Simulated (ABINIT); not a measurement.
**Quasiparticle gap of ZrSe3 (P2_1/m) in ABINIT**

How does a plane-wave GW calculation on ZrSe3 (P2_1/m) run from the first input to the gap?

Calculated with ABINIT 10.8.3; LDA and many-body steps on it, plane waves.

This is a report of a sequence of runs, with the program logs left out and the cost of each run kept.

## (1) The starting structure

The structure is monoclinic, space group P2_1/m (No. 11). The conventional cell has a = 5.411 Å, b = 3.749 Å, c = 9.444 Å, α = 90.00°, β = 97.48°, γ = 90.00°. Zr has 8 Se at 2.72 to 2.87 Å nearest. Se has 4 Zr at 2.72 to 2.87 Å nearest. Se has 1 Se at 2.34 Å and 2 Zr at 2.73 Å nearest. Nearest to Se lie 1 Se at 2.34 Å and 2 Zr at 2.74 Å. Farther neighbours, and contacts between anions beyond the nearest, are not listed.

The cell and positions come from the Crystallography Open Database and are kept as given unless a step says otherwise.

## (2) Ground state

This step: ABINIT 10.8.3; DFT, LDA, plane waves, norm-conserving pseudopotentials.

The ground-state density comes first.

run.abi reads:

```
acell 3*1.0 Angstrom
rprim 
  5.410900000000 -0.000000000000 -0.000000000000
  -0.000000000000 3.748800000000 0.000000000000
  -1.229420909100 0.000000000000 9.363634990100
ntypat 2
znucl 40 34
natom 8
typat 1 1 2 2 2 2 2 2
xred 
  0.285000000000 0.250000000000 0.656000000000
  0.715000000000 0.750000000000 0.344000000000
  0.762000000000 0.250000000000 0.554000000000
  0.238000000000 0.750000000000 0.446000000000
  0.456000000000 0.250000000000 0.174000000000
  0.544000000000 0.750000000000 0.826000000000
  0.888000000000 0.250000000000 0.169000000000
  0.112000000000 0.750000000000 0.831000000000
pp_dirpath "pseudos"
pseudos "Zr.upf, Se.upf"
ecut 48
ngkpt 4 4 2
nshiftk 1
shiftk 0 0 0
kptopt 1
chksymbreak 0
nband 92
occopt 1
tolvrs 1e-08
nstep 60
prtwf 0
optforces 0
optstress 0
indata_prefix "in"
outdata_prefix "out"
tmpdata_prefix "tmp"
```

Command:

```console
$ OMP_NUM_THREADS=1 mpirun -n 16 abinit run.abi > log
```

Wall time 7.6 min (16 MPI ranks of Arm Neoverse N1, shared host); peak memory 2.8 GiB.

Numbers from this step:

* total energy: -58519.6817 eV
* gap: 0.2917 eV
* k of the valence top: 0, 0, 0
* k of the conduction bottom: 0.5, 0, 0
* least direct gap: 0.5660 eV

The gap is indirect, with the least direct gap 0.27 eV higher.

## (3) Empty states on the mesh, 2×4×1 mesh, 229 bands

The sums over transitions need many empty states on a uniform mesh; this step solves for them.

Changes to run.abi since step 2:

```diff
@@ -21,3 +21,3 @@
 ecut 48
-ngkpt 4 4 2
+ngkpt 2 4 1
 nshiftk 1
@@ -26,9 +26,10 @@
 chksymbreak 0
-nband 92
-occopt 1
-tolvrs 1e-08
+iscf -2
+irdden 1
+istwfk *1
+nband 229
+nbdbuf 20
+tolwfr 1e-09
 nstep 60
-prtwf 0
-optforces 0
-optstress 0
+prtvol 0
 indata_prefix "in"
```

Command:

```console
$ OMP_NUM_THREADS=2 mpirun -n 6 abinit run.abi > log
```

Elapsed: 3.9 min, on 6 MPI ranks; peak memory 1.1 GiB; 38 min of CPU time.

Numbers from this step:

| Property | Result |
| --- | --- |
| gap | 0.2917 eV |
| k of the valence top | 0, 0, 0 |
| k of the conduction bottom | 0.5, 0, 0 |
| least direct gap | 0.5951 eV |
| k points computed | 6 |
| lowest point of the top converged band, above the valence top | 36.09 eV |

On this mesh the gap is 0.292 eV.

## (4) Screening, 2×4×1 mesh, 209 bands, screening to 106.1 eV

The RPA dielectric matrix is built and inverted for each q.

This step: RPA screening on LDA, plane waves, norm-conserving pseudopotentials.

Changes to run.abi since step 3:

```diff
@@ -26,10 +26,11 @@
 chksymbreak 0
-iscf -2
-irdden 1
 istwfk *1
-nband 229
-nbdbuf 20
-tolwfr 1e-09
-nstep 60
-prtvol 0
+occopt 1
+irdwfk 1
+optdriver 3
+nband 209
+ecuteps 3.9
+inclvkb 2
+awtr 1
+symchi 1
 indata_prefix "in"
```

Command:

```console
$ OMP_NUM_THREADS=1 mpirun -n 16 abinit run.abi > log
```

The job ended after 5.2 min (16 MPI ranks; peak memory 20 GiB; 82 min of CPU time).

Numbers from this step:

```
ε∞ with local fields, on this mesh    : 17.05
ε∞ without local fields, on this mesh : 19.74
plasma frequency                      : 34.92 eV
plane waves in the screening matrix   : 481
```

Local fields lower ε∞ by 14 %. On a Γ-centred mesh this coarse the value itself is usually too large, while a short band sum pulls it down.

## (5) Self-energy, 2×4×1 mesh, 209 bands, screening to 106.1 eV

The self-energy is evaluated for the states that the input lists, and the quasiparticle equation is solved.

This step: G0W0 on LDA, plane waves, norm-conserving pseudopotentials.

Changes to run.abi since step 4:

```diff
@@ -29,8 +29,17 @@
 irdwfk 1
-optdriver 3
+optdriver 4
 nband 209
+gwcalctyp 0
+ecutsigx 48
+symsigma 1
+nkptgw 2
+kptgw 
+  0.0000000000 0.0000000000 0.0000000000
+  0.5000000000 0.0000000000 0.0000000000
+bdgw 
+  83 86
+  83 86
 ecuteps 3.9
-inclvkb 2
-awtr 1
-symchi 1
+irdscr 1
+ppmodel 1
 indata_prefix "in"
```

Run time: 29 s. Hardware: 16 MPI ranks; peak memory 7.2 GiB; 7.6 min of CPU time.

Numbers from this step:

```yaml
g0w0_gap_on_the_mesh: 0.7870 eV
starting_gap_on_the_mesh: 0.2917 eV
k_of_the_valence_top: 0, 0, 0
k_of_the_conduction_bottom: 0.5, 0, 0
z_at_the_valence_top: 0.795
z_at_the_conduction_bottom: 0.793
least_direct_g0w0_gap_on_the_computed_points: 1.025 eV
```

The gap on the mesh goes from 0.29 eV to 0.79 eV, a correction of +0.50 eV.

Limits: finite bands, cutoff and mesh; no spin-orbit coupling; coarse k mesh. v1 is the top filled band, c1 the lowest empty one. The levels before and after the correction (eV, zero at the valence-band top of each column):

|  | conduction bottom | valence top |
| --- | --- | --- |
| Kohn-Sham | 0.29 | 0.00 |
| G0W0 | 0.79 | 0.00 |

|  | level | energy (eV) |
| --- | --- | --- |
| Kohn-Sham | Γ v2 | -0.126 |
| Kohn-Sham | Γ v1 | 0.000 |
| Kohn-Sham | Γ c1 | 0.626 |
| Kohn-Sham | Γ c2 | 0.994 |
| Kohn-Sham | (0.5 0 0) v2 | -0.375 |
| Kohn-Sham | (0.5 0 0) v1 | -0.303 |
| Kohn-Sham | (0.5 0 0) c1 | 0.292 |
| Kohn-Sham | (0.5 0 0) c2 | 0.632 |
| G0W0 | Γ v2 | -0.122 |
| G0W0 | Γ v1 | 0.000 |
| G0W0 | Γ c1 | 1.025 |
| G0W0 | Γ c2 | 1.509 |
| G0W0 | (0.5 0 0) v2 | -0.465 |
| G0W0 | (0.5 0 0) v1 | -0.383 |
| G0W0 | (0.5 0 0) c1 | 0.787 |
| G0W0 | (0.5 0 0) c2 | 1.203 |

## (6) Where the time went

Times are wall times on the hardware named with each run, good to a factor of about two.

| step | time | share | memory (GiB) |
| --- | --- | --- | --- |
| ground state | 7.6 min | 44 % | 2.8 |
| empty states on the mesh | 3.9 min | 23 % | 1.1 |
| screening | 5.2 min | 30 % | 20 |
| self-energy | 29 s | 3 % | 7.2 |

## (7) What came out

| Item | Value |
| --- | --- |
| LDA gap | 0.29 eV, indirect |
| G0W0 gap on the mesh | 0.79 eV |
| GW settings | 2×4×1 mesh, 209 bands, screening to 106.1 eV, Godby-Needs plasmon pole |
| known limits | short of the basis limit; no spin-orbit coupling; coarse k mesh |

What this shows: G0W0 moves the gap on the mesh from 0.29 eV to 0.79 eV (+0.50 eV), with Z of 0.80 and 0.79 at the edges. Local fields lower the RPA ε∞ on this mesh from 19.74 to 17.05; a Γ-centred mesh this coarse tends to raise both, most where the direct gap is narrow, while a short band sum lowers them. Bands and cutoff are finite, so the gap stands short of the basis limit, usually by up to a few tenths of an eV; the mesh is an error of its own. The 2×4×1 mesh is coarse for this cell, which bears on the long-range parts of exchange and screening. The many-body steps are scalar-relativistic: spin-orbit coupling is not in them.

[Long decimals in the printed logs are rounded to 6 places.]

[Logs are printed without paths, hosts, clocks, repeated set-up lines and the standing remarks that a program may print on its own settings, such as how far it seeks lower states.]

[Paths, hosts, dates, memory and timing lines, banners, echoed tables and standing remarks are left out of the program output; an Ansatz launch command may be rebuilt from the run's recorded settings. Measured values are a selection of at most five: reports struck by readers or far from the other reports are left out. None is set beside runs whose start may be inverted or whose files or cutoffs have a known fault.]

[Runs of the session that timed out or met a known fault of the program may be left out.]

[Hosts, paths, dates, database ids (printed as entryN), source tags and the programs' standing remarks are cut or masked in the printed files.]

[G0W0 gaps are taken among the corrected bands and points alone; a level outside them can change the order at an edge.]

[Where Ansatz stands beside ABINIT at settings called matched, ABINIT's density can come from a denser mesh and the files from another edition; pairs whose starting gaps differed by over 0.03 eV were left out, so agreement reads better than it is.]
